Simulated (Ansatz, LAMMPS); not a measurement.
# In2O3 with crystalline order left by the classical run (100 atoms): geometry optimisation

How does In2O3 with crystalline order left by the classical run (100 atoms) relax, and what do bonds, charges and levels look like afterwards?

Method: Kohn-Sham DFT, PBE, PAW (set soft_2), plane waves, in Ansatz 0.2.0.

**1. Set-up**

The cell holds 100 atoms: 40 In and 60 O. Its edges and angles: a = 11.142 Å, b = 11.142 Å, c = 11.142 Å, α = 90.0°, β = 90.0°, γ = 90.0°. 100 atoms (40 Sc, 60 O) placed at random at 3.63 g/cm³, melted at 5000 K for 10 ps at fixed volume with the Morse and Coulomb pair potential with partial charges (Pedone, Malavasi, Menziani, Cormack and Segre, J. Phys. Chem. B 110, 11780 (2006)). Quenched from 5000 K to 300 K at 20 K/ps and fixed volume, held 10 ps at zero pressure, then minimised at fixed cell. Then Sc was replaced by In and the cell scaled by 1.038 (the potential has no terms for the new elements, so the cell is a start for a DFT relaxation).

What the set-up can't give: The quench rate of 20 K/ps is orders of magnitude faster than experiment, which tends to freeze in extra defects. The network of bonds at the start is that of the classical potential that made the cell. Sampling is at Γ alone, for a cell whose shortest periodic width is 11 Å.

**2. Single point at the start**

A single point comes first, to see the forces before anything moves.

Contents of input.yaml:

```yaml
crystal:
  lattice:
    - [11.14182, 0.0, 0.0]
    - [0.0, 11.14182, 0.0]
    - [0.0, 0.0, 11.14182]
  atoms:
    - { symbol: In, position: [0.69809, 0.7365, 0.63256] }
    - { symbol: In, position: [0.88891, 0.71563, 0.35262] }
    - { symbol: In, position: [0.12941, 0.70098, 0.18634] }
    - { symbol: In, position: [0.98187, 0.44587, 0.07144] }
    [... 90 atom lines left out ...]
    - { symbol: O, position: [0.71442, 0.13302, 0.34731] }
    - { symbol: O, position: [0.23383, 0.30958, 0.95493] }
    - { symbol: O, position: [0.52715, 0.88269, 0.22419] }
    - { symbol: O, position: [0.32099, 0.35642, 0.18609] }
    - { symbol: O, position: [0.23388, 0.85691, 0.12565] }
    - { symbol: O, position: [0.77698, 0.86911, 0.32099] }
kpoints:
  mp_grid: { grid: [1, 1, 1] }
hamiltonian:
  xc: pbe
scf:
  occupations: { method: fermi_dirac, width: 0.05 }
output:
  forces: true
  stress: true
  populations: intrinsic
  dos:
    method: { smearing: { sigma: 0.1 } }
    de: 0.1
    projected: { site_lists: { In: [In], O: [O] } }
  eigenvalues: true
```

Run with:

```
$ ansatz run input.yaml --threads 4 --pin off --max-ram 8192MiB --backend cpu --events-out ev --progress --plain --runs-dir out
```

Wall time 30 s (4 threads of Arm Neoverse V2, shared host); peak memory 2.2 GiB.

Read from the output:

```yaml
free_energy: -257954.3378 eV
free_energy_per_atom: -2579.5434 eV/atom
scf_cycles: 10
pressure: -1.798 GPa
r_m_s_force_component: 0.2216 eV/Å
longest_force: 0.9769 eV/Å
fermi_energy: 8.257 eV
spacing_of_highest_filled_and_lowest_empty_level: 0.3563 eV
levels_partly_filled_by_over_2_per_cent: 2
```

The r.m.s. force component of 0.22 eV/Å and the pressure of -1.8 GPa set the starting point.

Neighbours are counted within 2.62 Å (O-In).

Length of the force by element and coordination:

| element | coordination | atoms | mean length of the force (eV/Å) | spread | least | most |
| --- | --- | --- | --- | --- | --- | --- |
| In | all | 40 | 0.434 | 0.211 | 0.148 | 0.977 |
| In | 4 | 2 | 0.406 | 0.0017 | 0.405 | 0.408 |
| In | 5 | 8 | 0.333 | 0.0391 | 0.279 | 0.393 |
| In | 6 | 30 | 0.462 | 0.235 | 0.148 | 0.977 |
| O | all | 60 | 0.282 | 0.104 | 0.0973 | 0.536 |
| O | 3 | 12 | 0.314 | 0.115 | 0.196 | 0.536 |
| O | 4 | 48 | 0.274 | 0.1 | 0.0973 | 0.482 |

**3. Cell and atoms relaxed**

Cell and atoms are freed together, to release stress as well as forces.

input.yaml, the sections that differ from step 2:

```yaml
output:
  forces: true
relax:
  f_tol: 0.05
  max_steps: 200
  cell: {}
# crystal, kpoints, hamiltonian, scf: as in step 2
```

Elapsed: 2.6 min, on 4 threads; peak memory 2.2 GiB; 10 min of CPU time.

Relaxation path:

| step | energy less that of the first step (eV) | largest force component (eV/Å) | pressure (GPa) | volume (Å³) |
| --- | --- | --- | --- | --- |
| 1 | 0.0000 | 0.9285 | -1.80 | 1383.15 |
| 2 | -2.7971 | 0.2996 | -0.48 | 1374.43 |
| 3 | -3.3762 | 0.1061 | 0.43 | 1364.64 |
| 4 | -3.3849 | 0.0123 | 0.02 | 1368.47 |
| 5 | -3.4553 | 0.0123 | 0.07 | 1368.47 |
| 6 | -3.4593 | 0.0099 | 0.01 | 1369.46 |
| 7 | -3.4645 | 0.0100 | 0.01 | 1369.46 |

| cell as run | before | after | change |
| --- | --- | --- | --- |
| a (Å) | 11.142 | 11.112 | -0.3 % |
| b (Å) | 11.142 | 10.588 | -5.0 % |
| c (Å) | 11.142 | 11.639 | +4.5 % |
| β (°) | 90.00 | 90.25 | +0.3 % |
| volume (Å³/atom) | 13.83 | 13.69 | -1.0 % |

The atoms that moved most (Å, as changes of fractional coordinates times the final cell):

| atom | dx | dy | dz | length |
| --- | --- | --- | --- | --- |
| O67 | -0.118 | -0.095 | -0.181 | 0.236 |
| O77 | -0.116 | 0.090 | -0.177 | 0.230 |
| O47 | 0.190 | -0.023 | 0.005 | 0.191 |
| O45 | 0.164 | 0.015 | 0.014 | 0.165 |
| In6 | 0.056 | -0.081 | 0.118 | 0.154 |
| O44 | 0.085 | -0.076 | 0.101 | 0.153 |
| In21 | 0.051 | 0.081 | 0.115 | 0.149 |
| O70 | 0.086 | 0.072 | 0.096 | 0.148 |

The relaxation changed the energy by -34.6 meV/atom, and atoms moved by 0.095 Å r.m.s., 0.24 Å at most.

**4. Structure statistics after relaxation**

Bonds before and after, by the cutoffs listed below:

| pair | bonds before | bonds after | mean before (Å) | mean after (Å) | spread before (Å) | spread after (Å) |
| --- | --- | --- | --- | --- | --- | --- |
| O-In | 228 | 228 | 2.223 | 2.213 | 0.084 | 0.090 |

Density 6.73 g/cm³, 13.69 Å³ an atom.

Pair distribution functions g(r), in bins of 0.2 Å:

| r (Å) | total | O-O | O-In | In-In |
| --- | --- | --- | --- | --- |
| 2.00 | 0.46 | 0.00 | 0.96 | 0.00 |
| 2.20 | 4.03 | 0.00 | 8.39 | 0.00 |
| 2.40 | 0.51 | 0.00 | 1.06 | 0.00 |
| 2.60 | 0.10 | 0.00 | 0.21 | 0.00 |
| 2.80 | 0.86 | 2.17 | 0.18 | 0.00 |
| 3.00 | 1.08 | 2.79 | 0.05 | 0.30 |
| 3.20 | 1.06 | 2.19 | 0.22 | 1.03 |
| 3.40 | 1.65 | 2.32 | 0.27 | 4.28 |
| 3.60 | 0.74 | 0.75 | 0.45 | 1.58 |
| 3.80 | 1.00 | 0.46 | 0.85 | 2.65 |
| 4.00 | 1.10 | 0.34 | 1.48 | 1.72 |
| 4.20 | 0.96 | 0.64 | 1.37 | 0.46 |
| 4.40 | 0.90 | 0.85 | 1.11 | 0.36 |
| 4.60 | 0.64 | 0.55 | 0.88 | 0.13 |
| 4.80 | 1.02 | 0.42 | 1.62 | 0.53 |
| 5.00 | 0.95 | 0.70 | 1.33 | 0.32 |
| 5.20 | 1.24 | 1.20 | 1.49 | 0.60 |

Bonds by pair of elements; cutoffs follow the first minimum of g(r), held within bounds set by covalent radii, and pairs that aren't listed don't count as bonded:

| pair A-B | cutoff (Å) | bonds | mean length (Å) | spread (Å) | shortest (Å) | B about A | A about B |
| --- | --- | --- | --- | --- | --- | --- | --- |
| O-In | 2.68 | 228 | 2.21 | 0.09 | 2.03 | 3.8 | 5.7 |

How many atoms have how many bonded neighbours:

| element | mean | 3 | 4 | 5 | 6 |
| --- | --- | --- | --- | --- | --- |
| In | 5.7 | 0 | 2 | 8 | 30 |
| O | 3.8 | 12 | 48 | 0 | 0 |

Bond angles, per cent of each kind in bins of 5°:

| angle (°) | O-In-O | In-O-In |
| --- | --- | --- |
| 70–75 | 0.7 | 0.0 |
| 75–80 | 16.6 | 0.0 |
| 80–85 | 19.2 | 3.1 |
| 85–90 | 7.8 | 0.6 |
| 90–95 | 6.3 | 11.7 |
| 95–100 | 10.3 | 25.3 |
| 100–105 | 10.0 | 14.8 |
| 105–110 | 4.1 | 4.3 |
| 110–115 | 2.2 | 8.0 |
| 115–120 | 1.5 | 6.8 |
| 120–125 | 0.4 | 9.3 |
| 125–130 | 1.1 | 4.9 |
| 130–135 | 0.4 | 1.2 |
| 135–140 | 0.0 | 1.8 |
| 140–145 | 0.4 | 2.5 |
| 145–150 | 1.8 | 1.2 |
| 150–155 | 3.3 | 1.8 |
| 155–160 | 1.8 | 1.2 |
| 160–165 | 4.1 | 0.6 |
| 165–170 | 2.2 | 0.6 |
| 170–175 | 4.4 | 0.0 |
| 175–180 | 1.5 | 0.0 |

Bond angles (no mean is given where the spread exceeds 20°):

| angle | count | mean (°) | spread (°) |
| --- | --- | --- | --- |
| O-In-O | 542 | - | - |
| In-O-In | 324 | 109 | 17.3 |

Bond length by coordination (bonds to H left out):

| element | coordination | atoms | mean bond length (Å) |
| --- | --- | --- | --- |
| In | 4 | 2 | 2.09 |
| In | 5 | 8 | 2.19 |
| In | 6 | 30 | 2.22 |
| O | 3 | 12 | 2.13 |
| O | 4 | 48 | 2.23 |

Rings of the network by King's shortest-path rule, up to 12 atoms, one path for each pair of neighbours; H, halogens, alkali and alkaline-earth atoms are left out, and the last column divides by all other atoms, bonded or not:

| ring size (atoms) | rings | per network atom |
| --- | --- | --- |
| 4 | 96 | 0.96 |
| 6 | 212 | 2.12 |
| 8 | 77 | 0.77 |

For some of the pairs, g(r) has its first main peak near 2.9 Å (O-O), 2.2 Å (O-In) and 3.4 Å (In-In). By these cutoffs 75 % of In atoms have 6 and 80 % of O atoms have 4 bonded neighbours. Bonds at O atoms with 3 neighbours average 2.13 Å, against 2.23 Å at those with 4. Rings of 6 atoms are the most common (55 % of those counted); sizes run from 4 to 8.

**5. Single point at the relaxed geometry**

One more single point at the end of the walk gives the fuller output and checks the residual forces.

Contents of input.yaml:

```yaml
crystal:
  lattice:
    - [11.11215, -1.0e-05, -0.025]
    - [-1.0e-05, 10.5883, -3.0e-05]
    - [-0.025, -3.0e-05, 11.63931]
  atoms:
    - { symbol: In, position: [0.70018, 0.73724, 0.63156] }
    - { symbol: In, position: [0.88812, 0.71091, 0.34786] }
    - { symbol: In, position: [0.14025, 0.69691, 0.19075] }
    - { symbol: In, position: [0.98513, 0.44875, 0.07457] }
    [... 90 atom lines left out ...]
    - { symbol: O, position: [0.71664, 0.13254, 0.34143] }
    - { symbol: O, position: [0.23581, 0.30908, 0.95389] }
    - { symbol: O, position: [0.53025, 0.87885, 0.22471] }
    - { symbol: O, position: [0.32536, 0.35777, 0.17955] }
    - { symbol: O, position: [0.23627, 0.85433, 0.12674] }
    - { symbol: O, position: [0.77527, 0.87177, 0.32547] }
kpoints:
  mp_grid: { grid: [1, 1, 1] }
hamiltonian:
  xc: pbe
scf:
  occupations: { method: fermi_dirac, width: 0.05 }
output:
  forces: true
  stress: true
  populations: true
  dos:
    method: { smearing: { sigma: 0.08 } }
    de: 0.1
    projected: { site_lists: { In: [In], O: [O] } }
  eigenvalues: true
  write_density: true
  write_potential: true
  volumetric_format: npy
```

Run time: 36 s. Hardware: 4 threads; peak memory 2.1 GiB.

The run gave:

```yaml
free_energy: -257957.8023 eV
free_energy_per_atom: -2579.5780 eV/atom
scf_cycles: 10
pressure: 0.01254 GPa
r_m_s_force_component: 0.00331 eV/Å
longest_force: 0.01321 eV/Å
fermi_energy: 8.418 eV
spacing_of_highest_filled_and_lowest_empty_level: 0.651 eV
spilling_of_the_projection: 0.002988
```

Löwdin charges by element and coordination (they lack the spilled electrons, 0.026 e an atom on average):

| element | coordination | atoms | mean charge (e) | spread | least | most |
| --- | --- | --- | --- | --- | --- | --- |
| In | all | 40 | 1.17 | 0.0121 | 1.15 | 1.20 |
| In | 4 | 2 | 1.17 | 0 | 1.17 | 1.17 |
| In | 5 | 8 | 1.18 | 0.0162 | 1.17 | 1.20 |
| In | 6 | 30 | 1.16 | 0.0061 | 1.15 | 1.18 |
| O | all | 60 | -0.735 | 0.0107 | -0.756 | -0.715 |
| O | 3 | 12 | -0.744 | 0.0083 | -0.756 | -0.729 |
| O | 4 | 48 | -0.732 | 0.0099 | -0.754 | -0.715 |

Density of states as counts of states in windows of 1 eV (from the Fermi level), total and the larger projections:

| from (eV) | to (eV) | total | O p | In p | In s | O s | In d |
| --- | --- | --- | --- | --- | --- | --- | --- |
| -18 | -17 | 80.9 | 0.2 | 10.4 | 3.2 | 59.6 | 7.4 |
| -17 | -16 | 37.5 | 0.1 | 4.8 | 0.5 | 28.3 | 3.8 |
| -16 | -14 | 0.0 | 0.0 | 0.0 | 0.0 | 0.0 | 0.0 |
| -14 | -13 | 54.6 | 1.4 | 0.2 | 0.1 | 0.2 | 52.8 |
| -13 | -12 | 310.8 | 4.5 | 1.4 | 0.4 | 4.2 | 300.3 |
| -12 | -11 | 34.6 | 0.5 | 0.4 | 0.2 | 4.9 | 28.7 |
| -11 | -6 | 0.0 | 0.0 | 0.0 | 0.0 | 0.0 | 0.0 |
| -6 | -5 | 36.7 | 22.6 | 1.7 | 11.0 | 0.7 | 0.7 |
| -5 | -4 | 39.0 | 24.9 | 3.1 | 8.3 | 1.8 | 0.7 |
| -4 | -3 | 57.6 | 42.4 | 9.8 | 2.6 | 1.6 | 0.9 |
| -3 | -2 | 70.0 | 58.5 | 8.5 | 0.9 | 0.7 | 1.0 |
| -2 | -1 | 88.9 | 80.7 | 4.6 | 0.5 | 0.7 | 1.7 |
| -1 | 0 | 67.8 | 64.6 | 0.7 | 0.1 | 0.2 | 1.5 |
| 0 | 1 | 2.0 | 0.1 | 0.0 | 1.3 | 0.5 | 0.0 |
| 1 | 2 | 0.0 | 0.0 | 0.0 | 0.0 | 0.0 | 0.0 |
| 2 | 3 | 3.8 | 1.2 | 0.7 | 1.1 | 0.6 | 0.0 |
| 3 | 4 | 11.9 | 3.7 | 2.4 | 3.8 | 1.7 | 0.0 |
| 4 | 5 | 34.8 | 10.8 | 5.5 | 14.8 | 2.9 | 0.1 |

The curve was stored every 0.10 eV, coarse against its broadening of 0.08 eV, so these counts are rough.

Between -18 and -18 eV lie 2 more states.

The levels nearest the highest filled one (over half full), pooled over k-points and spins:

| level less the highest filled one (eV) | occupation |
| --- | --- |
| -0.151 | 2 |
| -0.132 | 2 |
| -0.106 | 2 |
| -0.067 | 2.00 |
| -0.0313 | 2.00 |
| 0 | 2.00 |
| 0.651 | 0.004 |
| 3.10 | 0 |
| 3.37 | 0 |
| 3.41 | 0 |
| 3.53 | 0 |
| 3.54 | 0 |

Mean Löwdin charges: In +1.17, O -0.73 e. The largest share in the top eV of filled states is O p (95 % of the projected weight), and in the lowest eV of empty states In s (67 % of the projected weight).

1 further run on a deliberately doubtful input is not shown.

**6. Outcome**

| Property | Result |
| --- | --- |
| energy change in the relaxation | -34.65 meV/atom |
| r.m.s. displacement | 0.095 Å |
| largest displacement | 0.236 Å |
| free energy per atom | -2579.5780 eV/atom |
| pressure | 0.01254 GPa |
| r.m.s. force component | 0.00331 eV/Å |
| gap (highest filled to lowest empty level) | 0.651 eV |
| wall time of the 4 DFT runs, those left out included | 5.3 min |

Relaxation lowers the energy by 34.6 meV/atom and moves atoms by 0.095 Å r.m.s.; the r.m.s. force component goes from 0.22 to 0.0033 eV/Å, the pressure goes from -1.8 to 0.013 GPa, and the gap from 0.356 to 0.651 eV. Displacements are taken in the final cell, so they leave out its strain. By the final cutoffs no bond was broken or made. The cell shrank by 1.0 % in volume. From the first step to the last the energy fell by 3.465 eV, and the largest move was 0.24 Å (O67). The O-In bonds go from 2.223 Å (spread 0.084) to 2.213 Å (spread 0.090). By these cutoffs 75 % of In atoms have 6 and 80 % of O atoms have 4 bonded neighbours. The highest filled and lowest empty levels differ by 0.651 eV (at Γ alone); a semilocal functional tends to put such gaps too low. In a disordered cell it changes from sample to sample, and tail or defect levels can set it.

**Limits.** The network of bonds at the start is that of the classical potential that made the cell; DFT moved the atoms only locally, and no bond changed.

[Logs are printed without paths, hosts, clocks, repeated set-up lines and the standing remarks that a program may print on its own settings, such as how far it seeks lower states.]

[Hosts, paths, dates, database ids (printed as entryN), source tags and the programs' standing remarks are cut or masked in the printed files.]
